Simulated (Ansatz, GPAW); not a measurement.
# Optical response of Ba2PF (model structure), part 3 of 3

Aim: the dielectric function of Ba2PF (model structure), and the optical constants that follow from it. The cell was made here by substitution or stacking, whether or not such a phase is known. It was built so: All Cl replaced by F and N replaced by P in the R-3m structure of Ba2NCl. The cell is first relaxed with Ansatz.

GPAW 26.7.0; DFT, PBE, plane-wave PAW (GPAW data sets), scalar-relativistic, RPA, optical limit.

So far. Step 3 (Ground state): There is a gap, 1.11 eV on this mesh (points off the mesh can give less), so no carriers' term is needed.

## (5) Dielectric function, RPA (continued)

Some rows of df_x.csv (energy; Re and Im without local fields; Re and Im with them):

```text
0.000000, 7.154098, -0.000000, 6.081550, -0.000000
0.555532, 7.442411, 0.119261, 6.304593, 0.092147
1.143969, 9.029389, 1.394466, 7.525994, 1.075766
1.768324, 7.933902, 3.908431, 6.879654, 2.813736
2.431988, 6.185316, 4.935438, 5.468939, 3.969471
3.138794, 5.786748, 4.500875, 5.146636, 3.329958
3.893091, 3.739667, 4.740619, 3.681021, 3.781624
4.699832, 3.354747, 5.506543, 3.494544, 4.357251
5.564682, 1.734393, 5.206460, 2.479629, 4.331654
6.494155, -0.573342, 5.121414, 0.838868, 5.717973
7.495775, -0.809198, 2.191551, -1.361086, 2.549522
8.578281, 0.162318, 1.422307, -0.155631, 1.402380
9.751884, 0.727951, 1.142037, 0.392640, 0.876026
11.028587, 0.477343, 0.894423, 0.404268, 0.795296
12.422601, 1.026563, 0.643944, 0.785039, 0.608882
13.950874, 1.975843, 1.194413, 1.120681, 0.834041
15.633783, 1.424850, 1.938923, 1.013406, 0.924329
17.496047, 0.619417, 1.930559, 0.893986, 0.862619
19.567954, -0.598587, 1.447365, 0.907798, 0.945265
```

The Im ε has structure finer than the step of the table below, so its rows give means over 1 eV, whole bins alone (the curve runs from 0 to 21.9 eV). Peaks (eV: height): E ∥ x 2.4: 3.97, 6.4: 5.79, 20.8: 1.42; E ∥ z 3.6: 5.82, 5.0: 3.39, 7.0: 4.36.

Sum at mesh points, not converged in k; values under the direct gap are tails of Lorentzian lines. Table of Im ε by photon energy; means over each step:

```tsv
photon energy (eV)	E ∥ x	E ∥ z
1	0.840	0.159
2	2.95	1.32
3	3.43	3.73
4	3.93	3.83
5	4.34	2.69
6	4.78	2.09
7	4.41	3.41
8	1.81	3.61
9	1.20	1.85
10	0.929	1.26
11	0.847	0.963
12	0.723	0.875
13	0.666	0.703
14	0.821	0.951
15	0.828	1.10
16	0.860	1.21
17	0.918	1.04
18	0.855	0.898
19	0.942	0.874
20	0.998	0.968
21	1.27	1.07
```

The reflectivity at normal incidence has structure finer than the step of the table below, so its rows give means over 0.5 eV, whole bins alone (the curve runs from 0 to 21.9 eV). Peaks (eV: height): E ∥ x 7.38: 39.2, 21.35: 11.7; E ∥ z 3.64: 26.7, 5.03: 17.7, 6.99: 21.9, 8.39: 31.4, 9.96: 15.4, 15.93: 7.77.

Sum at mesh points, not converged in k. Table of reflectivity at normal incidence by photon energy; means over each step:

```tsv
photon energy (eV)	E ∥ x (%)	E ∥ z (%)
0.5	18.5	14.5
1.0	20.8	15.4
1.5	21.2	17.1
2.0	21.4	18.1
2.5	20.9	20.7
3.0	19.1	21.0
3.5	20.9	25.4
4.0	19.7	19.3
4.5	20.7	13.3
5.0	21.7	16.1
5.5	21.5	11.3
6.0	23.1	10.9
6.5	29.1	13.0
7.0	36.3	20.1
7.5	37.5	19.6
8.0	30.1	22.8
8.5	23.1	27.7
9.0	20.4	23.0
9.5	13.1	14.9
10.0	7.97	13.1
10.5	8.08	9.59
11.0	8.11	6.71
11.5	4.16	5.80
12.0	4.36	5.13
12.5	2.82	3.68
13.0	2.54	2.61
13.5	2.57	3.10
14.0	3.39	4.27
14.5	3.98	4.04
15.0	3.28	4.88
15.5	3.75	6.54
16.0	3.88	7.45
16.5	3.38	6.05
17.0	4.30	6.04
17.5	4.21	6.01
18.0	3.93	5.06
18.5	3.66	4.72
19.0	4.41	4.70
19.5	4.72	4.43
20.0	4.73	4.51
20.5	6.12	7.21
21.0	10.3	8.07
21.5	11.0	8.79
```

The loss function −Im 1/ε at q → 0 has structure finer than the step of the table below, so its rows give means over 0.5 eV, whole bins alone (the curve runs from 0 to 21.9 eV). Peaks (eV: height): E ∥ x 9.55: 1.12, 11.03: 0.999, 21.62: 1.04; E ∥ z 5.27: 0.301, 9.48: 0.768, 10.10: 0.850, 17.61: 0.681.

Sum at mesh points, not converged in k; values under the direct gap are tails of Lorentzian lines. The loss function −Im 1/ε at q → 0 by energy loss; means over each step:

```tsv
energy loss (eV)	E ∥ x	E ∥ z
0.5	0.00211	0.00130
1.0	0.0117	0.00384
1.5	0.0400	0.0181
2.0	0.0620	0.0303
2.5	0.0925	0.0573
3.0	0.0922	0.0807
3.5	0.111	0.118
4.0	0.131	0.231
4.5	0.137	0.215
5.0	0.154	0.220
5.5	0.176	0.254
6.0	0.173	0.209
6.5	0.174	0.162
7.0	0.207	0.187
7.5	0.311	0.230
8.0	0.487	0.261
8.5	0.685	0.355
9.0	0.801	0.535
9.5	1.06	0.728
10.0	0.854	0.735
10.5	0.771	0.810
11.0	0.949	0.748
11.5	0.732	0.670
12.0	0.708	0.697
12.5	0.601	0.605
13.0	0.491	0.481
13.5	0.449	0.372
14.0	0.439	0.440
14.5	0.502	0.427
15.0	0.503	0.398
15.5	0.464	0.466
16.0	0.524	0.566
16.5	0.466	0.615
17.0	0.496	0.606
17.5	0.544	0.669
18.0	0.537	0.658
18.5	0.497	0.626
19.0	0.500	0.636
19.5	0.548	0.599
20.0	0.520	0.564
20.5	0.503	0.598
21.0	0.633	0.758
21.5	0.931	0.867
```

The Im ε, E ∥ x has structure finer than the step of the table below, so its rows give means over 1 eV, whole bins alone (the curve runs from 0 to 21.9 eV). Peaks (eV: height): without local fields 2.4: 4.94, 3.7: 5.36, 5.2: 5.72, 6.2: 5.63, 16.7: 2.56; with local fields 2.4: 3.97, 6.4: 5.79, 20.8: 1.42.

Sum at mesh points, not converged in k; values under the direct gap are tails of Lorentzian lines. Im ε, E ∥ x against photon energy; means over each step:

```tsv
photon energy (eV)	without local fields	with local fields
1	1.09	0.840
2	3.83	2.95
3	4.44	3.43
4	5.01	3.93
5	5.36	4.34
6	5.28	4.78
7	3.56	4.41
8	1.74	1.81
9	1.26	1.20
10	1.20	0.929
11	0.992	0.847
12	0.801	0.723
13	0.614	0.666
14	1.20	0.821
15	1.62	0.828
16	1.95	0.860
17	2.30	0.918
18	2.19	0.855
19	1.87	0.942
20	1.11	0.998
21	0.515	1.27
```

From ε follow the optical constants at some laser and lamp lines:

```tsv
wavelength (nm)	n x	k x	R (%) x	1/α x	n z	k z	R (%) z	1/α z
1550	2.57	0.036	19.4	3.4 µm	2.26	0.013	14.9	9.3 µm
800	2.59	0.372	20.5	171 nm	2.43	0.132	17.5	481 nm
450	2.23	0.711	18.5	50 nm	2.44	0.644	20.4	56 nm
405	2.36	0.656	19.5	49 nm	2.48	0.708	21.3	46 nm
308	2.14	0.867	19.3	28 nm	1.60	1.042	18.4	24 nm
248	2.06	1.048	21.2	19 nm	1.78	0.954	17.6	21 nm
193	1.91	1.497	28.7	10 nm	1.79	0.610	12.2	25 nm
```

Below the direct gap, k and the depth come from the tails of the Lorentzian lines, not from transitions.

Rows near the edge hang on the gap, which this functional as a rule makes too small, and phonon-assisted absorption is left out.

## (6) Outcome

```
electronic dielectric constant ε∞, mean over x, y and z (by symmetry where fewer were run) (RPA) : 5.68
```

What this shows: At this level (PBE, RPA) Ba2PF has a mean ε∞ = 5.68 and n = 2.57 at 1550 nm (E ∥ x). The cell grew by 10.3 % in volume. On the mesh the gap is 1.11 eV and the least direct gap 1.16 eV, so on this mesh the band edges lie at different points. Local fields change the static value along x from 7.15 to 6.08 (-15 %). The static values by axis are 6.08 (x), 4.89 (z). Excitons and phonon-assisted transitions are missing; PBE gaps are as a rule too small, which pulls the onset down and ε∞ up. Spin-orbit coupling is left out although heavy atoms are present. The cell grew by 10 % in the relaxation, which can come from the guessed start or, where layers or molecules are weakly bound, from the missing dispersion term; a larger cell lowers ε. In this version of GPAW the matrix elements of the optical limit are incomplete, which can lower ε − 1 by up to a tenth where first-row anions or d states rule, and shift it by more in d metals. The sum runs over mesh points 0.20 Å⁻¹ apart with no interpolation, so peaks are partly noise of the mesh; over so small a direct gap single mesh points weigh heavily, so ε∞, n and their changes from run to run can be far off.

[Machine, clock and banner lines and Python warnings are left out of the logs.]

[Logs are printed without paths, hosts, clocks, repeated set-up lines and the standing remarks that a program may print on its own settings, such as how far it seeks lower states.]

[Hosts, paths, dates, database ids (printed as entryN), source tags and the programs' standing remarks are cut or masked in the printed files.]
